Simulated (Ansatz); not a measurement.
## Ba on Pb(100): change of the work function: cost of one run

Ansatz 0.2.0; plane-wave DFT, PBE, Ansatz PAW. The cell holds 37 atoms.

input.yaml

```yaml
crystal:
  lattice:
    - [10.5005357007, 0.0, 0.0]
    - [0.0, 10.5005357007, 0.0]
    - [0.0, 0.0, 29.3367246939]
  atoms:
    - { symbol: Pb, position: [0.1666666667, 0.1666666667, 0.3067827133] }
    - { symbol: Pb, position: [0.0, 0.0, 0.3911479594] }
    - { symbol: Pb, position: [0.1666666667, 0.1666666667, 0.4835395672] }
[... 28 atom lines left out ...]
    - { symbol: Pb, position: [0.6666666667, 0.3333333333, 0.564010634] }
    - { symbol: Pb, position: [0.8333333333, 0.8333333333, 0.3067827133] }
    - { symbol: Pb, position: [0.6666666667, 0.6666666667, 0.3911479594] }
    - { symbol: Pb, position: [0.8333333333, 0.8333333333, 0.4835395672] }
    - { symbol: Pb, position: [0.6666666667, 0.6666666667, 0.564010634] }
    - { symbol: Ba, position: [0.0, 0.0, 0.6932172867] }
kpoints:
  mp_grid: { grid: [3, 3, 1] }
hamiltonian:
  xc: pbe
scf:
  occupations: { method: fermi_dirac, width: 0.1 }
  convergence: { dr2_threshold: 1.0e-08 }
efield:
  axis: 3
  dipole_correction: true
  ramp_position: 0.97
  ramp_width: 0.06
relax:
  f_tol: 0.02
  max_steps: 60
  constraints:
    - { sites: [0, 1, 4, 5, 8, 9, 12, 13, 16, 17, 20, 21, 24, 25, 28, 29, 32, 33] }
output:
  bader: true
  write_potential: true
  write_density: true
  volumetric_format: npy
```

The run is started by

```sh
$ ansatz run input.yaml --threads 4 --pin off --max-ram 12288MiB --backend cpu --events-out ev --progress --plain --runs-dir out
```

The cutoff in use is 420 eV. For reference, a run of the same kind (18 atoms, 6 k-points, 147 bands and 28,183 plane waves; 81 SCF cycles) took 6.5 min and 4.4 GiB on the same hardware.

Q: Estimate wall time and peak memory on 4 threads of Arm Neoverse V1, shared host.

A cutoff of 420 eV is a sphere of radius 10.5 Å⁻¹, so a cell of 3235 Å³ holds about V·G³/6π² = 63,217 plane waves. At two electrons a band, the 514 electrons need 257 bands, and 52 more are carried. Symmetry cuts the 3×3×1 mesh from 9 to 3 points. The run has 3 k-points, 309 bands and 63,223 plane waves. Taking the work of a cycle as k-points × spins × bands × plane waves, that is 2.4 times the reference, or 15 min at the reference's 81 cycles. The run needed 92 SCF cycles over 10 ionic steps, which makes it about 17 min. One copy of the wavefunctions takes 0.87 GiB at 16 bytes a coefficient, against 0.37 GiB in the reference; grids, projectors and work arrays come on top. Measured: about 25 min, with a peak of 9 GiB. The run took longer than the estimate, which leaves out the steps that grow as the square of the band count.

[Logs are printed without paths, hosts, clocks, repeated set-up lines and the standing remarks that a program may print on its own settings, such as how far it seeks lower states.]

[Hosts, paths, dates, database ids (printed as entryN), source tags and the programs' standing remarks are cut or masked in the printed files.]

[Maps of the electrostatic potential energy from Ansatz leave out the sawtooth potential of an applied field or a dipole correction, so their vacuum need not be flat; planar profiles and work functions include it.]
